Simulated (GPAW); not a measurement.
## TiGe2As4 monolayer: work function by functional and basis

Aim: the work function of both faces of TiGe2As4 monolayer, and its spread over functionals and bases.

Calculated with GPAW 26.7.0; GPAW, PAW setups; layer in a repeated cell with vacuum, relaxation of atoms and in-plane cell, in the first sound run; inputs show where later runs differ.

### 1. The structure

The cell holds 7 atoms: 4 As, 2 Ge and 1 Ti. Cell: a = 3.730 Å, b = 3.730 Å, c = 25.315 Å, α = 90.0°, β = 90.0°, γ = 120.0°. Vacuum lies along c.

### 2. Relaxation

Forces are removed first; all later runs use this geometry.

Input file run.py:

```python
import json
import numpy as np
from ase import Atoms
from ase.filters import FrechetCellFilter
from ase.optimize import BFGS
from gpaw import GPAW, PW

slab = Atoms(
    ['As', 'Ge', 'As', 'Ti', 'As', 'Ge', 'As'],
    positions=[
        [0.00000, 0.00000, 8.00000],
        [-0.00000, 2.15352, 8.86300],
        [-0.00000, 2.15352, 11.18300],
        [0.00000, 0.00000, 12.65761],
        [-0.00000, 2.15352, 14.13221],
        [-0.00000, 2.15352, 16.45221],
        [0.00000, 0.00000, 17.31521]],
    cell=[[3.73, 0.0, 0.0], [-1.865, 3.23027, 0.0], [0.0, 0.0, 25.3152]],
    pbc=[True, True, True])

slab.calc = GPAW(mode=PW(600), xc='PBE', kpts={'size': (9, 9, 1), 'gamma': True},
                 occupations={'name': 'fermi-dirac', 'width': 0.05}, nbands='200%',
                 convergence={'density': 1e-05}, maxiter=200,
                 symmetry={'tolerance': 1e-3}, txt='slab.txt')
result = {}
# The in-plane cell is free; stress needs a cell that repeats along all three vectors
path = []
opt = BFGS(FrechetCellFilter(slab, mask=[1, 1, 0, 0, 0, 1]), maxstep=0.2)
opt.attach(lambda: path.append((slab.get_potential_energy(), slab.positions.tolist(), slab.get_forces().tolist())))
result['relaxed'] = bool(opt.run(fmax=0.02, steps=45))
result['path'] = path
result['cell'] = slab.cell.tolist()
print('in-plane lattice', slab.cell.cellpar().round(4)[[0, 1, 5]])
energy = slab.get_potential_energy()
fermi = slab.calc.get_fermi_level()
v = slab.calc.get_electrostatic_potential().mean((0, 1)) - fermi
n = slab.calc.get_pseudo_density().mean((0, 1))
L = slab.cell[2, 2]
z = np.arange(len(v)) * L / len(v)
low, high = slab.positions[:, 2].min(), slab.positions[:, 2].max()
below, above = np.interp([low - 5.8, high + 5.8], z, v)
slopes = [np.interp(x, z, np.gradient(v, z)) for x in (low - 5.8, high + 5.8)]
eps = np.array([[slab.calc.get_eigenvalues(k, s) for k in range(len(slab.calc.get_ibz_k_points()))]
                for s in range(slab.calc.get_number_of_spins())]) - fermi
top, bottom = eps[eps < 0].max(), eps[eps > 0].min()
dipole = slab.get_dipole_moment()[2]
print(f'energy {energy:.4f} eV, Fermi level {fermi:.4f} eV, dipole {dipole:.5f} e A')
print(f'potential 5.8 A off the faces, from the Fermi level: lower {below:.4f} eV, upper {above:.4f} eV')
print(f'slope of the potential there: lower {slopes[0]:.5f}, upper {slopes[1]:.5f} eV/A')
print(f'nearest levels on the mesh: {top:.4f} and {bottom:.4f} eV')
print('magnetic moment', round(slab.get_magnetic_moment(), 3))
result.update(energy=energy, fermi=fermi, dipole=dipole, below=below, above=above, slopes=slopes, edges=[top, bottom],
              z=z.tolist(), v=v.tolist(), n=n.tolist(), positions=slab.positions.tolist(),
              forces=slab.get_forces(apply_constraint=False).tolist(), moments=slab.get_magnetic_moments().tolist())
json.dump(result, open('result.json', 'w'))
```

Run with:

```console
$ OMP_NUM_THREADS=1 OPENBLAS_NUM_THREADS=1 python run.py
```

What it wrote:

```text
Step          Energy          fmax
BFGS:    0      -34.442734        3.070152
BFGS:    1      -34.830551        2.464815
BFGS:    2      -35.430217        1.007140
BFGS:    3      -35.457707        0.777405
BFGS:    4      -35.550910        0.547816
BFGS:    5      -35.586835        0.616533
BFGS:    6      -35.620272        0.499752
BFGS:    7      -35.634049        0.292219
BFGS:    8      -35.640390        0.155100
BFGS:    9      -35.641965        0.148051
BFGS:   10      -35.642940        0.130555
BFGS:   11      -35.645090        0.110080
BFGS:   12      -35.647880        0.110493
BFGS:   13      -35.649825        0.059053
BFGS:   14      -35.650408        0.014841
in-plane lattice [  3.7901   3.7901 120.    ]
energy -35.6464 eV, Fermi level 0.2385 eV, dipole 0.00172 e A
potential 5.8 A off the faces, from the Fermi level: lower 5.0665 eV, upper 5.0659 eV
slope of the potential there: lower 0.00001, upper 0.00029 eV/A
nearest levels on the mesh: -0.1587 and 0.0087 eV
magnetic moment 0.0
```

It took 11 min on 1 thread of AMD EPYC 9B45 (Zen 5), shared host; peak memory 0.59 GiB.

This step gave:

- dipole along the normal: 0.001722 e·Å
- levels nearest the Fermi level on the mesh: -0.1587, 0.008722 eV from the Fermi level

Table of electrostatic potential energy of an electron (without an applied field's), less the Fermi level, planar mean by z:

z (Å), electrostatic potential energy of an electron (without an applied field's), less the Fermi level, planar mean (eV) and a bar from the least value:
```
      0.0        5.1 ##############################
      0.5        5.1 ##############################
      1.0        5.1 ##############################
      1.5        5.1 ##############################
      2.0        5.1 ##############################
      2.5        5.1 ##############################
      3.0        5.1 ##############################
      3.5        5.1 ##############################
      4.0        5.1 ##############################
      4.5        5.1 ##############################
      5.0        5.0 ##############################
      5.5        5.0 ##############################
      6.0        4.6 #############################
      6.5        3.2 ###########################
      7.0       -1.8 ##################
      7.5      -11.9 
      8.0       -9.7 ####
      8.5      -10.8 ##
      9.0       -9.1 #####
      9.5       -0.2 #####################
     10.0        2.5 ##########################
     10.5        0.0 #####################
     11.0       -9.0 #####
     11.5       -8.8 ######
     12.0       -4.7 #############
     12.5      -10.5 ###
     13.0       -8.0 #######
     13.5       -4.9 ############
     14.0      -11.1 ##
     14.5       -5.3 ############
     15.0        1.6 ########################
     15.5        2.1 #########################
     16.0       -2.8 ################
     16.5      -12.0 
     17.0       -9.0 #####
     17.5      -11.9 
     18.0       -8.5 ######
     18.5        0.8 ######################
     19.0        4.0 ############################
     19.5        4.8 ##############################
     20.0        5.0 ##############################
     20.5        5.0 ##############################
     21.0        5.1 ##############################
     21.5        5.1 ##############################
     22.0        5.1 ##############################
     22.5        5.1 ##############################
     23.0        5.1 ##############################
     23.5        5.1 ##############################
     24.0        5.1 ##############################
     24.5        5.1 ##############################
     25.0        5.1 ##############################
```

The pseudo valence density, planar mean oscillates, so the rows of the table below give means over windows of 1 Å about each position, cut where the curve ends. Its maxima inside the range that stand out by 2 % of the span (Å: e/Å³): 7.2: 0.238, 8.3: 0.396, 9.1: 0.206, 10.7: 0.229, 12.7: 0.999, 14.6: 0.229, 16.2: 0.207, 17.1: 0.396, 18.1: 0.238. Its minima: 7.6: 0.164, 8.8: 0.0585, 9.8: 0.109, 11.3: 0.163, 14.1: 0.163, 15.5: 0.109, 16.5: 0.0585, 17.8: 0.164.

Table of pseudo valence density, planar mean by z; means over each step:

```csv
z (Å),"pseudo valence density, planar mean (e/Å³)"
3,6.6e-6
4,1.1e-4
5,0.00170
6,0.0264
7,0.176
8,0.299
9,0.157
10,0.130
11,0.204
12,0.465
13,0.666
14,0.234
15,0.155
16,0.152
17,0.279
18,0.205
19,0.0599
20,0.00403
21,2.5e-4
22,1.6e-5
```

The relaxation lowered the energy of the cell by 1.21 eV (energies extrapolated to zero smearing; the optimiser's log prints free energies). The largest force left on a free atom is 0.015 eV/Å.

### 3. The slab's potential

The work function is the vacuum plateau of the electrostatic potential less the Fermi level; a dipole layer lets the two faces have plateaus of their own.

This step: GPAW, PAW setups; slab in vacuum (GPAW 26.7.0).

The cell differs from the one that the last finished run ended in (c 25.315 → 26.107 Å).

run.py: that of step 2 with these lines changed.

```diff
@@ -3,4 +3,2 @@
 from ase import Atoms
-from ase.filters import FrechetCellFilter
-from ase.optimize import BFGS
 from gpaw import GPAW, PW
@@ -10,25 +8,18 @@
     positions=[
-        [0.00000, 0.00000, 8.00000],
-        [-0.00000, 2.15352, 8.86300],
-        [-0.00000, 2.15352, 11.18300],
-        [0.00000, 0.00000, 12.65761],
-        [-0.00000, 2.15352, 14.13221],
-        [-0.00000, 2.15352, 16.45221],
-        [0.00000, 0.00000, 17.31521]],
-    cell=[[3.73, 0.0, 0.0], [-1.865, 3.23027, 0.0], [0.0, 0.0, 25.3152]],
-    pbc=[True, True, True])
+        [-0.00000, -0.00000, 8.00000],
+        [0.00000, 2.18820, 9.15078],
+        [-0.00000, 2.18820, 11.61384],
+        [-0.00000, 0.00000, 13.05336],
+        [-0.00000, 2.18820, 14.49287],
+        [-0.00000, 2.18820, 16.95593],
+        [0.00000, 0.00000, 18.10671]],
+    cell=[[3.79006, 0.0, 0.0], [-1.89503, 3.28228, 0.0], [0.0, 0.0, 26.1067]],
+    pbc=[True, True, False])
 
-slab.calc = GPAW(mode=PW(600), xc='PBE', kpts={'size': (9, 9, 1), 'gamma': True},
+slab.calc = GPAW(mode=PW(400), xc='PBE', kpts={'size': (9, 9, 1), 'gamma': True},
                  occupations={'name': 'fermi-dirac', 'width': 0.05}, nbands='200%',
                  convergence={'density': 1e-05}, maxiter=200,
+                 poissonsolver={'dipolelayer': 'xy'},
                  symmetry={'tolerance': 1e-3}, txt='slab.txt')
 result = {}
-# The in-plane cell is free; stress needs a cell that repeats along all three vectors
-path = []
-opt = BFGS(FrechetCellFilter(slab, mask=[1, 1, 0, 0, 0, 1]), maxstep=0.2)
-opt.attach(lambda: path.append((slab.get_potential_energy(), slab.positions.tolist(), slab.get_forces().tolist())))
-result['relaxed'] = bool(opt.run(fmax=0.02, steps=45))
-result['path'] = path
-result['cell'] = slab.cell.tolist()
-print('in-plane lattice', slab.cell.cellpar().round(4)[[0, 1, 5]])
 energy = slab.get_potential_energy()
```

What it wrote:

```text
energy -35.5797 eV, Fermi level 0.0790 eV, dipole 0.00177 e A
potential 5.8 A off the faces, from the Fermi level: lower 5.0674 eV, upper 5.0635 eV
slope of the potential there: lower -0.00018, upper 0.00018 eV/A
nearest levels on the mesh: -0.1589 and 0.0084 eV
magnetic moment 0.0
```

The job ended after 35 s (1 thread; peak memory 0.27 GiB).

This step gave:

```yaml
dipole_along_the_normal: 0.001771 e·Å
levels_nearest_the_fermi_level_on_the_mesh: -0.1589, 0.008421 eV from the Fermi level
upper_work_function: 5.064 eV
lower_work_function: 5.067 eV
```

The electrostatic potential energy of an electron (without an applied field's), less the Fermi level, planar mean oscillates, so the rows of the table below give means over windows of 1.88 Å about each position, cut where the curve ends. Its maxima inside the range that stand out by 2 % of the span (Å: eV): 8.6: -8.54, 10.4: 2.55, 12.3: -4.49, 13.8: -4.49, 15.7: 2.55, 17.5: -8.54. Its minima: 8.0: -12.9, 9.1: -12.4, 11.6: -11.4, 13.1: -11.5, 14.5: -11.4, 17.0: -12.4, 18.1: -12.9.

Electrostatic potential energy of an electron (without an applied field's), less the Fermi level, planar mean against z; means over each step:

| z (Å) | electrostatic potential energy of an electron (without an applied field's), less the Fermi level, planar mean (eV) |
| --- | --- |
| 0.94 | 5.07 |
| 2.82 | 5.07 |
| 4.70 | 5.06 |
| 6.58 | 3.16 |
| 8.46 | -10.3 |
| 10.34 | -0.845 |
| 12.22 | -8.35 |
| 14.10 | -7.59 |
| 15.98 | -1.56 |
| 17.86 | -9.36 |
| 19.74 | 3.98 |
| 21.62 | 5.06 |
| 23.50 | 5.06 |
| 25.38 | 5.06 |

The pseudo valence density, planar mean oscillates, so the rows of the table below give means over windows of 1.04 Å about each position, cut where the curve ends. Its maxima inside the range that stand out by 2 % of the span (Å: e/Å³): 7.5: 0.236, 8.6: 0.403, 9.6: 0.213, 11.3: 0.225, 13.2: 0.956, 14.8: 0.225, 16.5: 0.213, 17.5: 0.403, 18.6: 0.236. Its minima: 7.9: 0.164, 9.2: 0.0586, 10.2: 0.109, 11.5: 0.169, 14.6: 0.169, 15.9: 0.109, 16.9: 0.0586, 18.2: 0.164.

The pseudo valence density, planar mean by z; means over each step:

```csv
z (Å),"pseudo valence density, planar mean (e/Å³)"
3.64,1.3e-5
4.68,2.4e-4
5.72,0.00430
6.76,0.0685
7.80,0.217
8.84,0.253
9.88,0.151
10.92,0.174
11.96,0.278
13.00,0.748
14.04,0.311
15.08,0.181
16.12,0.147
17.16,0.233
18.20,0.232
19.24,0.0868
20.28,0.00594
21.32,3.3e-4
22.36,1.8e-5
```

The potential is flat to 1.8e-4 eV/Å where it is read, so the vacuum is wide enough.

### 4. Self-consistent run: xc = "LDA"

The same geometry under LDA, to see how far the functional moves the levels against the vacuum.

run.py: that of step 3 with these lines changed.

```diff
@@ -18,3 +18,3 @@
 
-slab.calc = GPAW(mode=PW(400), xc='PBE', kpts={'size': (9, 9, 1), 'gamma': True},
+slab.calc = GPAW(mode=PW(400), xc='LDA', kpts={'size': (9, 9, 1), 'gamma': True},
                  occupations={'name': 'fermi-dirac', 'width': 0.05}, nbands='200%',
```

What it wrote:

```text
energy -40.1314 eV, Fermi level -0.2262 eV, dipole 0.00179 e A
potential 5.8 A off the faces, from the Fermi level: lower 5.3353 eV, upper 5.3315 eV
slope of the potential there: lower -0.00018, upper 0.00018 eV/A
nearest levels on the mesh: -0.1053 and 0.0219 eV
magnetic moment 0.0
```

It took 33 s on 1 thread; peak memory 0.27 GiB.

This step gave:

```yaml
dipole_along_the_normal: 0.001788 e·Å
levels_nearest_the_fermi_level_on_the_mesh: -0.1053, 0.02191 eV from the Fermi level
upper_work_function: 5.331 eV
lower_work_function: 5.335 eV
```

The electrostatic potential energy of an electron (without an applied field's), less the Fermi level, planar mean oscillates, so the rows of the table below give means over windows of 1.88 Å about each position, cut where the curve ends. Its maxima inside the range that stand out by 2 % of the span (Å: eV): 8.6: -8.18, 10.4: 2.90, 12.3: -4.14, 13.8: -4.14, 15.7: 2.89, 17.5: -8.18. Its minima: 8.0: -12.6, 9.1: -12.1, 11.6: -11.0, 13.1: -11.1, 14.5: -11.0, 17.0: -12.1, 18.1: -12.6.

Electrostatic potential energy of an electron (without an applied field's), less the Fermi level, planar mean against z; means over each step:

```csv
z (Å),"electrostatic potential energy of an electron (without an applied field's), less the Fermi level, planar mean (eV)"
0.94,5.34
2.82,5.34
4.70,5.32
6.58,3.44
8.46,-9.99
10.34,-0.485
12.22,-8.00
14.10,-7.24
15.98,-1.20
17.86,-9.02
19.74,4.26
21.62,5.33
23.50,5.33
25.38,5.33
```

The pseudo valence density, planar mean oscillates, so the rows of the table below give means over windows of 1 Å about each position, cut where the curve ends. Its maxima inside the range that stand out by 2 % of the span (Å: e/Å³): 7.5: 0.237, 8.6: 0.404, 9.6: 0.215, 11.3: 0.226, 13.2: 0.956, 14.8: 0.226, 16.5: 0.215, 17.5: 0.404, 18.6: 0.237. Its minima: 7.9: 0.164, 9.2: 0.0565, 10.2: 0.109, 11.5: 0.168, 14.6: 0.168, 15.9: 0.109, 16.9: 0.0565, 18.2: 0.164.

Table of pseudo valence density, planar mean by z; means over each step:

z (Å), pseudo valence density, planar mean (e/Å³) and a bar:
```
        4      0.000 
        5      0.001 
        6      0.009 
        7      0.111 ####
        8      0.245 ##########
        9      0.221 #########
       10      0.147 ######
       11      0.181 #######
       12      0.286 ###########
       13      0.758 ##############################
       14      0.324 #############
       15      0.187 #######
       16      0.140 ######
       17      0.200 ########
       18      0.262 ##########
       19      0.131 #####
       20      0.013 
       21      0.001 
       22      0.000
```

Force by atom:

```
atom  x (eV/Å)  y (eV/Å)  z (eV/Å)   size
 As1     0.000     0.000     0.417  0.417
 Ge2     0.000     0.000    -0.055  0.055
 As3     0.000     0.000     0.170  0.170
 Ti4     0.000     0.000     0.000  0.000
 As5     0.000     0.000    -0.170  0.170
 Ge6     0.000     0.000     0.055  0.055
 As7     0.000     0.000    -0.417  0.417
```

The upper face's work function is 5.331 eV, against 5.064 eV in the first plane-wave PBE run at this geometry.

### 5. OptPBE vdW: xc = "optPBE-vdW"

The same geometry under optPBE-vdW, to see how far the functional moves the levels against the vacuum (the van der Waals functionals take revPBE setups).

run.py: that of step 4 with these lines changed.

```diff
@@ -18,3 +18,3 @@
 
-slab.calc = GPAW(mode=PW(400), xc='LDA', kpts={'size': (9, 9, 1), 'gamma': True},
+slab.calc = GPAW(mode=PW(400), xc='optPBE-vdW', kpts={'size': (9, 9, 1), 'gamma': True},
                  occupations={'name': 'fermi-dirac', 'width': 0.05}, nbands='200%',
```

What it wrote:

```text
energy -112.2149 eV, Fermi level -0.0269 eV, dipole 0.00177 e A
potential 5.8 A off the faces, from the Fermi level: lower 5.2640 eV, upper 5.2602 eV
slope of the potential there: lower -0.00019, upper 0.00019 eV/A
nearest levels on the mesh: -0.0366 and 0.0962 eV
magnetic moment 0.0
```

Run time: 45 s. Hardware: 1 thread; peak memory 0.47 GiB.

This step gave:

| Property | Result |
| --- | --- |
| dipole along the normal | 0.001766 e·Å |
| levels nearest the Fermi level on the mesh | -0.03656, 0.09617 eV from the Fermi level |
| upper work function | 5.260 eV |
| lower work function | 5.264 eV |

The electrostatic potential energy of an electron (without an applied field's), less the Fermi level, planar mean by z:

```csv
z (Å),"electrostatic potential energy of an electron (without an applied field's), less the Fermi level, planar mean (eV)"
0.0,5.26
0.5,5.26
1.0,5.26
1.5,5.26
2.0,5.26
2.5,5.26
3.0,5.26
3.5,5.26
4.0,5.26
4.5,5.26
5.0,5.25
5.5,5.21
6.0,5.08
6.5,4.59
7.0,2.72
7.5,-3.76
8.0,-12.7
8.5,-8.84
9.0,-11.9
9.5,-6.94
10.0,0.786
10.5,2.44
11.0,-1.44
11.5,-10.6
12.0,-7.19
12.5,-5.36
13.0,-11.3
13.5,-6.56
14.0,-5.77
14.5,-11.3
15.0,-3.23
15.5,2.14
16.0,1.57
16.5,-4.71
17.0,-12.4
17.5,-8.58
18.0,-12.6
18.5,-6.08
19.0,1.89
19.5,4.36
20.0,5.02
20.5,5.20
21.0,5.24
21.5,5.26
22.0,5.26
22.5,5.26
23.0,5.26
23.5,5.26
24.0,5.26
24.5,5.26
25.0,5.26
25.5,5.26
26.0,5.26
```

The upper face's work function is 5.260 eV, against 5.064 eV in the first plane-wave PBE run at this geometry.

### 6. Self-consistent run: xc = "RPBE"

The same geometry under RPBE, to see how far the functional moves the levels against the vacuum.

run.py: that of step 5 with these lines changed.

```diff
@@ -18,3 +18,3 @@
 
-slab.calc = GPAW(mode=PW(400), xc='optPBE-vdW', kpts={'size': (9, 9, 1), 'gamma': True},
+slab.calc = GPAW(mode=PW(400), xc='RPBE', kpts={'size': (9, 9, 1), 'gamma': True},
                  occupations={'name': 'fermi-dirac', 'width': 0.05}, nbands='200%',
```

What it wrote:

```text
energy -33.2457 eV, Fermi level 0.1962 eV, dipole 0.00176 e A
potential 5.8 A off the faces, from the Fermi level: lower 4.9618 eV, upper 4.9580 eV
slope of the potential there: lower -0.00019, upper 0.00019 eV/A
nearest levels on the mesh: -0.0198 and 0.0831 eV
magnetic moment 0.0
```

Run time: 36 s. Hardware: 1 thread; peak memory 0.27 GiB.

Numbers from this step:

| Property | Result |
| --- | --- |
| dipole along the normal | 0.001765 e·Å |
| levels nearest the Fermi level on the mesh | -0.01981, 0.08313 eV from the Fermi level |
| upper work function | 4.958 eV |
| lower work function | 4.962 eV |

Electrostatic potential energy of an electron (without an applied field's), less the Fermi level, planar mean against z:

| z (Å) | electrostatic potential energy of an electron (without an applied field's), less the Fermi level, planar mean (eV) |
| --- | --- |
| 0.0 | 4.96 |
| 0.5 | 4.96 |
| 1.0 | 4.96 |
| 1.5 | 4.96 |
| 2.0 | 4.96 |
| 2.5 | 4.96 |
| 3.0 | 4.96 |
| 3.5 | 4.96 |
| 4.0 | 4.96 |
| 4.5 | 4.96 |
| 5.0 | 4.95 |
| 5.5 | 4.92 |
| 6.0 | 4.80 |
| 6.5 | 4.34 |
| 7.0 | 2.53 |
| 7.5 | -3.91 |
| 8.0 | -12.9 |
| 8.5 | -8.99 |
| 9.0 | -12.0 |
| 9.5 | -7.09 |
| 10.0 | 0.652 |
| 10.5 | 2.32 |
| 11.0 | -1.59 |
| 11.5 | -10.7 |
| 12.0 | -7.34 |
| 12.5 | -5.50 |
| 13.0 | -11.4 |
| 13.5 | -6.70 |
| 14.0 | -5.92 |
| 14.5 | -11.5 |
| 15.0 | -3.38 |
| 15.5 | 2.02 |
| 16.0 | 1.44 |
| 16.5 | -4.86 |
| 17.0 | -12.5 |
| 17.5 | -8.73 |
| 18.0 | -12.8 |
| 18.5 | -6.22 |
| 19.0 | 1.71 |
| 19.5 | 4.13 |
| 20.0 | 4.75 |
| 20.5 | 4.90 |
| 21.0 | 4.94 |
| 21.5 | 4.95 |
| 22.0 | 4.96 |
| 22.5 | 4.96 |
| 23.0 | 4.96 |
| 23.5 | 4.96 |
| 24.0 | 4.96 |
| 24.5 | 4.96 |
| 25.0 | 4.96 |
| 25.5 | 4.96 |
| 26.0 | 4.96 |

The upper face's work function is 4.958 eV, against 5.064 eV in the first plane-wave PBE run at this geometry.

[end of part 1 of 2]

[Logs are printed without paths, hosts, clocks, repeated set-up lines and the standing remarks that a program may print on its own settings, such as how far it seeks lower states.]

[Hosts, paths, dates, database ids (printed as entryN), source tags and the programs' standing remarks are cut or masked in the printed files.]
